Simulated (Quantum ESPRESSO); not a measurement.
# Ni(111), 5 layers against a metal electrode, stepped through the charge of the slab, part 3 of 5

Wanted: a table for Ni(111), 5 layers against a metal electrode against the charge of the slab, and what can be fitted to it.

Quantum ESPRESSO 7.5; plane-wave DFT, PBE, GBRV ultrasoft pseudopotentials.

So far. Step 2 (Relaxing cell and ions of the reference):  The last row is no step: it is a fresh SCF in the final cell with a new plane-wave basis, +0 meV from the row before. Step 3 (Relaxation with pw.x of the reference):  On the free atoms the largest force ends at 0.017 eV/Å.

**4. Ground state, 0 ×10¹³ e/cm², with startingpot = atomic**

A first try, with the settings that serve most slabs.

m2.esm.try.in reads:

```
&control
  prefix = 'm2.esm'
  outdir = './out'
  pseudo_dir = './pseudo'
  calculation = 'scf'
  tprnfor = .true.
/
&system
  ibrav = 0
  nat = 5
  ntyp = 1
  ecutwfc = 40
  ecutrho = 200
  occupations = 'smearing'
  smearing = 'mv'
  degauss = 0.02
  assume_isolated = 'esm'
  esm_bc = 'bc3'
  tot_charge = 0.0
  nspin = 2
  starting_magnetization(1) = 0.12
/
&electrons
  conv_thr = 1e-08
  mixing_beta = 0.25
  electron_maxstep = 160
  mixing_mode = 'local-TF'
  mixing_ndim = 12
/
ATOMIC_SPECIES
  Ni  58.6934  ni_pbe_v1.4.uspp.F.UPF
CELL_PARAMETERS angstrom
  2.48729573353646 0.00000000000000 0.00000000000000
  1.24364786676823 2.15406129196723 0.00000000000000
  0.00000000000000 0.00000000000000 23.11310748511821
ATOMIC_POSITIONS crystal
  Ni  0.666666666700 0.666666666700 -0.109555738158
  Ni  0.000000000000 0.000000000000 -0.022998633858
  Ni  0.333333333300 0.333333333300 0.064898240142
  Ni  0.666666666700 0.666666666700 0.152795114142
  Ni  0.000000000000 0.000000000000 0.239352218442
K_POINTS automatic
  12 12 1 0 0 0
```

Started as:

```bash
OMP_NUM_THREADS=1 mpirun -n 4 pw.x -nk 4 -in m2.esm.try.in > m2.esm.try.out
```

The program printed:

```text
[banner, memory and clock lines left out]
Program PWSCF v.7.5 starts

          URL

     Message from routine setup:
     using ibrav=0 with symmetry is DISCOURAGED, use correct ibrav instead

     G-vector sticks info

     bravais-lattice index     =            0
     lattice parameter (alat)  =       4.7003  a.u.
     unit-cell volume          =     835.6808 (a.u.)^3
     number of atoms/cell      =            5
     number of atomic types    =            1
     number of electrons       =        90.00
     number of Kohn-Sham states=           54
     kinetic-energy cutoff     =      40.0000  Ry
     charge density cutoff     =     200.0000  Ry
     scf convergence threshold =      1.0E-08
     mixing beta               =       0.2500
     number of iterations used =           12  local-TF  mixing
     Exchange-correlation=  SLA  PW   PBX  PBC
                           (   1   4   3   4   0   0   0)

     Effective Screening Medium Method
     Boundary Conditions: Vacuum-Slab-Metal
     total charge in unit cell        =   0.0000
     grid points for fit at edges     =        4

     celldm(1)=   4.700308  celldm(2)=   0.000000  celldm(3)=   0.000000
     celldm(4)=   0.000000  celldm(5)=   0.000000  celldm(6)=   0.000000

     crystal axes: (cart. coord. in units of alat)
               a(1) = (   1.000000   0.000000   0.000000 )
               a(2) = (   0.500000   0.866025   0.000000 )
               a(3) = (   0.000000   0.000000   9.292465 )

     reciprocal axes: (cart. coord. in units 2 pi/alat)
               b(1) = (  1.000000 -0.577350  0.000000 )
               b(2) = (  0.000000  1.154701  0.000000 )
               b(3) = (  0.000000  0.000000  0.107614 )

     PseudoPot. # 1 for Ni read from file:
     ./pseudo/ni_pbe_v1.4.uspp.F.UPF
     Pseudo is Ultrasoft + core correction, Zval = 18.0
     Generated by new atomic code, or converted to UPF format
     Using radial grid of  865 points,  6 beta functions with:
                l(1) =   0
                l(2) =   0
                l(3) =   1
                l(4) =   1
                l(5) =   2
                l(6) =   2
     Q(r) pseudized with 10 coefficients,  rinner =    0.980   0.980   0.980
                                                       0.980   0.980

     atomic species   valence    mass     pseudopotential
     Ni               18.00    58.69340     Ni( 1.00)

     Starting magnetic structure
     atomic species   magnetization
     Ni              0.120

      6 Sym. Ops. (no inversion) found

   Cartesian axes

     site n.     atom                  positions (alat units)
         1        Ni     tau(   1) = (   1.0000000   0.5773503  -1.0180428  )
         2        Ni     tau(   2) = (   0.0000000   0.0000000  -0.2137140  )
         3        Ni     tau(   3) = (   0.5000000   0.2886751   0.6030646  )
[...]
negative rho (up, down):  2.153E-04 3.016E-04

     total energy              =   -1716.28394407 Ry
     estimated scf accuracy    <       0.00654571 Ry

     total magnetization       =     1.90 Bohr mag/cell
     absolute magnetization    =     3.78 Bohr mag/cell

     iteration #155     ecut=    40.00 Ry     beta= 0.25
     Davidson diagonalization with overlap
     ethr =  5.80E-08,  avg # of iterations =  3.9

     negative rho (up, down):  1.905E-04 2.763E-04

     total energy              =   -1716.28431513 Ry
     estimated scf accuracy    <       0.00330722 Ry

     total magnetization       =     1.97 Bohr mag/cell
     absolute magnetization    =     3.77 Bohr mag/cell

     iteration #156     ecut=    40.00 Ry     beta= 0.25
     Davidson diagonalization with overlap
     ethr =  5.80E-08,  avg # of iterations =  1.3

     negative rho (up, down):  2.052E-04 2.871E-04

     total energy              =   -1716.28438314 Ry
     estimated scf accuracy    <       0.00439087 Ry

     total magnetization       =     1.93 Bohr mag/cell
     absolute magnetization    =     3.77 Bohr mag/cell

     iteration #157     ecut=    40.00 Ry     beta= 0.25
     Davidson diagonalization with overlap
     ethr =  5.80E-08,  avg # of iterations =  1.0

     negative rho (up, down):  2.175E-04 2.917E-04

     total energy              =   -1716.28413282 Ry
     estimated scf accuracy    <       0.00336235 Ry

     total magnetization       =     1.96 Bohr mag/cell
     absolute magnetization    =     3.77 Bohr mag/cell

     iteration #158     ecut=    40.00 Ry     beta= 0.25
     Davidson diagonalization with overlap
     ethr =  5.80E-08,  avg # of iterations =  1.0

     negative rho (up, down):  2.173E-04 2.922E-04

     total energy              =   -1716.28450809 Ry
     estimated scf accuracy    <       0.00407736 Ry

     total magnetization       =     1.94 Bohr mag/cell
     absolute magnetization    =     3.77 Bohr mag/cell

     iteration #159     ecut=    40.00 Ry     beta= 0.25
     Davidson diagonalization with overlap
     ethr =  5.80E-08,  avg # of iterations =  1.0

     negative rho (up, down):  2.152E-04 2.911E-04

     total energy              =   -1716.28472923 Ry
     estimated scf accuracy    <       0.00311246 Ry

     total magnetization       =     1.97 Bohr mag/cell
     absolute magnetization    =     3.77 Bohr mag/cell

     iteration #160     ecut=    40.00 Ry     beta= 0.25
     Davidson diagonalization with overlap
     ethr =  5.80E-08,  avg # of iterations =  1.0

     negative rho (up, down):  2.351E-04 3.167E-04

     total energy              =   -1716.28419862 Ry
     estimated scf accuracy    <       0.00352587 Ry

     total magnetization       =     1.96 Bohr mag/cell
     absolute magnetization    =     3.77 Bohr mag/cell

     End of self-consistent calculation

     convergence NOT achieved after 160 iterations: stopping

     XML data file, charge density

                                        0.00s GPU  (    6125 calls)

Note: The following floating-point exceptions are signalling: IEEE_DIVIDE_BY_ZERO IEEE_UNDERFLOW_FLAG
Note: The following floating-point exceptions are signalling: IEEE_DIVIDE_BY_ZERO IEEE_UNDERFLOW_FLAG
Note: The following floating-point exceptions are signalling: IEEE_DIVIDE_BY_ZERO IEEE_UNDERFLOW_FLAG
Note: The following floating-point exceptions are signalling: IEEE_DIVIDE_BY_ZERO IEEE_UNDERFLOW_FLAG
```

It took 7.7 min on 4 MPI ranks of Arm Neoverse V1, shared host; peak memory 0.59 GiB.

The run ended without convergence. The estimated SCF accuracy went from 76 Ry in the first cycle kept to 5.22e-05 Ry at best and 0.00353 Ry in the last.

From atomic densities this run did not converge under open boundaries; a start from the density of a periodic run is one way round.

**5. Ground state, 0 ×10¹³ e/cm²**

A plain periodic run, loosely converged, makes a sound starting density. Its levels are not used.

m2.esm.pre.in is the input of step 4 with these lines changed:

```diff
@@ -1,3 +1,3 @@
 &control
-  prefix = 'm2.esm'
+  prefix = 'm2.esm.pre'
   outdir = './out'
@@ -16,5 +16,2 @@
   degauss = 0.02
-  assume_isolated = 'esm'
-  esm_bc = 'bc3'
-  tot_charge = 0.0
   nspin = 2
@@ -23,3 +20,3 @@
 &electrons
-  conv_thr = 1e-08
+  conv_thr = 1e-05
   mixing_beta = 0.25
```

Started as:

```bash
OMP_NUM_THREADS=1 mpirun -n 4 pw.x -nk 4 -in m2.esm.pre.in > m2.esm.pre.out
```

The program printed:

```text
[banner, memory and clock lines left out]
Program PWSCF v.7.5 starts
[citation notice left out]

[...]
Message from routine setup:
[...]
bravais-lattice index     =            0
     lattice parameter (alat)  =       4.7003  a.u.
     unit-cell volume          =     835.6808 (a.u.)^3
     number of atoms/cell      =            5
     number of atomic types    =            1
     number of electrons       =        90.00
     number of Kohn-Sham states=           54
     kinetic-energy cutoff     =      40.0000  Ry
     charge density cutoff     =     200.0000  Ry
     scf convergence threshold =      1.0E-05
     mixing beta               =       0.2500
     number of iterations used =           12  local-TF  mixing
     Exchange-correlation=  SLA  PW   PBX  PBC
                           (   1   4   3   4   0   0   0)

[...]
PseudoPot. # 1 for Ni read from file:
     ./pseudo/ni_pbe_v1.4.uspp.F.UPF
     Pseudo is Ultrasoft + core correction, Zval = 18.0
     Generated by new atomic code, or converted to UPF format
     Using radial grid of  865 points,  6 beta functions with:
                l(1) =   0
                l(2) =   0
                l(3) =   1
                l(4) =   1
                l(5) =   2
                l(6) =   2
     Q(r) pseudized with 10 coefficients,  rinner =    0.980   0.980   0.980
                                                       0.980   0.980

     atomic species   valence    mass     pseudopotential
     Ni               18.00    58.69340     Ni( 1.00)

     Starting magnetic structure
     atomic species   magnetization
     Ni              0.120

      6 Sym. Ops. (no inversion) found

[...]
number of k points=    19  Marzari-Vanderbilt smearing, width (Ry)=  0.0200
[...]
Dense  grid:    39965 G-vectors     FFT dimensions: (  24,  24, 200)

     Smooth grid:    28603 G-vectors     FFT dimensions: (  20,  20, 180)

     Check: negative core charge=   -0.000016
     Generating pointlists ...
     new r_m :   0.4084 (alat units)  1.9197 (a.u.) for type    1

     Initial potential from superposition of free atoms

     starting charge      80.0000, renormalised to      90.0000

     negative rho (up, down):  1.101E-03 8.654E-04
     Starting wfcs are   65 randomized atomic wfcs

     per-process dynamical memory:    73.9 Mb

     Self-consistent Calculation

     iteration #  1     ecut=    40.00 Ry     beta= 0.25
     Davidson diagonalization with overlap
     ethr =  1.00E-02,  avg # of iterations =  9.3

     negative rho (up, down):  1.197E-01 1.208E-01

     total energy              =   -1704.26652241 Ry
     estimated scf accuracy    <    1343.49947444 Ry

     total magnetization       =     0.83 Bohr mag/cell
     absolute magnetization    =     0.91 Bohr mag/cell

     iteration #  2     ecut=    40.00 Ry     beta= 0.25
[...]
negative rho (up, down):  9.716E-02 9.756E-02

[...]
total energy              =   -1715.91538595 Ry
     estimated scf accuracy    <      59.47764886 Ry

     total magnetization       =     4.82 Bohr mag/cell
     absolute magnetization    =     5.32 Bohr mag/cell

     iteration #  3     ecut=    40.00 Ry     beta= 0.25
[...]
negative rho (up, down):  3.764E-02 3.771E-02

[...]
total energy              =   -1713.48607813 Ry
     estimated scf accuracy    <      14.67101651 Ry

     total magnetization       =     5.78 Bohr mag/cell
     absolute magnetization    =     6.29 Bohr mag/cell

     iteration #  4     ecut=    40.00 Ry     beta= 0.25
[...]
negative rho (up, down):  2.519E-02 2.529E-02

[...]
total energy              =   -1716.39751953 Ry
     estimated scf accuracy    <       1.05291374 Ry

     total magnetization       =     3.53 Bohr mag/cell
     absolute magnetization    =     4.22 Bohr mag/cell

     iteration #  5     ecut=    40.00 Ry     beta= 0.25
[...]
negative rho (up, down):  1.088E-02 1.094E-02

[...]
total energy              =   -1716.38352300 Ry
     estimated scf accuracy    <       1.50525086 Ry

     total magnetization       =     3.73 Bohr mag/cell
     absolute magnetization    =     4.45 Bohr mag/cell

     iteration #  6     ecut=    40.00 Ry     beta= 0.25
[...]
negative rho (up, down):  2.867E-07 2.421E-07

[...]
total energy              =   -1716.38621734 Ry
     estimated scf accuracy    <       0.69938420 Ry

     total magnetization       =     3.85 Bohr mag/cell
     absolute magnetization    =     4.57 Bohr mag/cell

[...]
iteration # 18     ecut=    40.00 Ry     beta= 0.25
[...]
negative rho (up, down):  3.706E-03 3.599E-03

[...]
total energy              =   -1716.29336428 Ry
     estimated scf accuracy    <       0.00317468 Ry

     total magnetization       =     3.58 Bohr mag/cell
     absolute magnetization    =     4.16 Bohr mag/cell

     iteration # 19     ecut=    40.00 Ry     beta= 0.25
[...]
negative rho (up, down):  1.828E-03 1.783E-03

[...]
total energy              =   -1716.29350391 Ry
     estimated scf accuracy    <       0.00074231 Ry

     total magnetization       =     3.58 Bohr mag/cell
     absolute magnetization    =     4.15 Bohr mag/cell

     iteration # 20     ecut=    40.00 Ry     beta= 0.25
[...]
negative rho (up, down):  5.023E-04 5.258E-04

[...]
total energy              =   -1716.29354211 Ry
     estimated scf accuracy    <       0.00014813 Ry

     total magnetization       =     3.57 Bohr mag/cell
     absolute magnetization    =     4.14 Bohr mag/cell

     iteration # 21     ecut=    40.00 Ry     beta= 0.25
[...]
negative rho (up, down):  2.308E-04 2.860E-04

     Magnetic moment per site  (integrated on atomic sphere of radius R)
     atom   1 (R=0.408)  charge= 16.5770  magn=  0.7720
     atom   2 (R=0.408)  charge= 16.6457  magn=  0.7715
     atom   3 (R=0.408)  charge= 16.6430  magn=  0.7282
     atom   4 (R=0.408)  charge= 16.6460  magn=  0.7713
     atom   5 (R=0.408)  charge= 16.5774  magn=  0.7718

[...]
End of self-consistent calculation

 ------ SPIN UP ------------

          k = 0.0000 0.0000 0.0000 (  3579 PWs)   bands (ev):

   -98.7806 -98.7779 -98.7259 -98.5071 -98.5070 -59.2304 -59.1708 -59.0766
   -59.0637 -59.0637 -59.0616 -59.0616 -58.9985 -58.9985 -58.8562 -58.8562
   -58.8559 -58.8559 -58.7616 -58.7613  -3.7653  -2.8392  -1.4626  -0.2628
     0.1107   2.3666   2.4435   2.5660   2.5660   2.6330   2.6341   2.6341
     2.6725   2.6725   2.8552   2.8552   2.9000   2.9000   3.0097   3.6727
     3.6727   3.7081   3.7081   3.9500   3.9500   4.2418   4.2418   4.3621
     4.3621   4.6000   5.2619   9.4447   9.9695  10.5996

          k = 0.0000 0.0962 0.0000 (  3587 PWs)   bands (ev):

   -98.7790 -98.7764 -98.7246 -98.5056 -98.5055 -59.2270 -59.1699 -59.0846
   -59.0747 -59.0667 -59.0655 -59.0645 -59.0089 -59.0010 -58.8670 -58.8666
   -58.8589 -58.8586 -58.7606 -58.7602  -3.5260  -2.6087  -1.2466  -0.0669
     0.2758   2.2340   2.3235   2.4982   2.5350   2.6119   2.6468   2.6753
     2.7129   2.7673   2.8308   2.8562   2.9048   2.9337   2.9946   3.5660
     3.5803   3.7394   3.7400   3.7810   3.9015   3.9559   4.2426   4.2755
     4.3666   5.2597   6.0235   9.6620  10.1972  10.7844

[...]
the Fermi energy is     5.0913 ev

!    total energy              =   -1716.29355672 Ry
     estimated scf accuracy    <       0.00000250 Ry
     smearing contrib. (-TS)   =      -0.00016684 Ry
     internal energy E=F+TS    =   -1716.29338988 Ry

     The total energy is F=E-TS. E is the sum of the following terms:
     one-electron contribution =  -13537.35391330 Ry
     hartree contribution      =    6784.68189854 Ry
     xc contribution           =    -177.70276390 Ry
     ewald contribution        =    5214.08138878 Ry

     total magnetization       =     3.57 Bohr mag/cell
     absolute magnetization    =     4.14 Bohr mag/cell

     convergence has been achieved in  21 iterations

     negative rho (up, down):  2.308E-04 2.860E-04

     Forces acting on atoms (cartesian axes, Ry/au):

     atom    1 type  1   force =     0.00000000    0.00000000    0.00431373
     atom    2 type  1   force =     0.00000000    0.00000000   -0.00080573
     atom    3 type  1   force =     0.00000000    0.00000000   -0.00099304
     atom    4 type  1   force =     0.00000000    0.00000000    0.00009635
     atom    5 type  1   force =     0.00000000    0.00000000   -0.00261130

     Total force =     0.005203     Total SCF correction =     0.011006
     SCF correction compared to forces is large: reduce conv_thr to get better values

[...]
```

Wall time 69 s (4 MPI ranks); peak memory 0.62 GiB.

Numbers from this step:

```
free energy  : -23351.3634 eV
Fermi energy : 5.091 eV
site moments : 0.772, 0.7715, 0.7282, 0.7713, 0.7718 μB
```

[end of part 3 of 5]

[Logs are printed without paths, hosts, clocks, repeated set-up lines and the standing remarks that a program may print on its own settings, such as how far it seeks lower states.]

[Hosts, paths, dates, database ids (printed as entryN), source tags and the programs' standing remarks are cut or masked in the printed files.]

[Maps of the electrostatic potential energy from Ansatz leave out the sawtooth potential of an applied field or a dipole correction, so their vacuum need not be flat; planar profiles and work functions include it.]
